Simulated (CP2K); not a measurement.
Two runs for the O K edge of acrylamide. Run A: CP2K XAS_TDP, all-electron GAPW, PBEh(45%), aug-cc-pVDZ, TDA, no relativity. Run B differs in one setting.

First lines with a strength over 0.0015. A:

```
            atom  energy (eV)  states  strength, one atom
O5 (bonded to C)       526.97       1              0.0304
                       531.14       1              0.0019
                       531.18       1              0.0069
                       531.23       1              0.0015
                       532.85       1              0.0028
```

B:

```
            atom  energy (eV)  states  strength, one atom
O5 (bonded to C)       518.73       1              0.0202
                       521.95       1              0.0097
                       523.92       1              0.0016
                       525.26       1              0.0015
                       525.38       1              0.0021
```

Q: Which was it: GW2X switched on, the basis, scalar relativity switched on, the functional?

The functional (functional from PBEh(45%) to PBE0; the lines alone don't name the new value). A functional moves all lines by electronvolts and changes their spacings and strengths. Against PBEh(45%) in aug-cc-pVDZ, the leading line moves by -8.24 eV, to 518.73 eV; the strength of O5's goes from 0.0304 to 0.0202. The next line of O5 over the strength cut lies 3.22 eV higher, against 4.17.

[Banner, clock and machine lines of the logs are left out without a mark of their own.]

[Logs are printed without paths, hosts, clocks, repeated set-up lines and the standing remarks that a program may print on its own settings, such as how far it seeks lower states.]

[Hosts, paths, dates, database ids (printed as entryN), source tags and the programs' standing remarks are cut or masked in the printed files.]
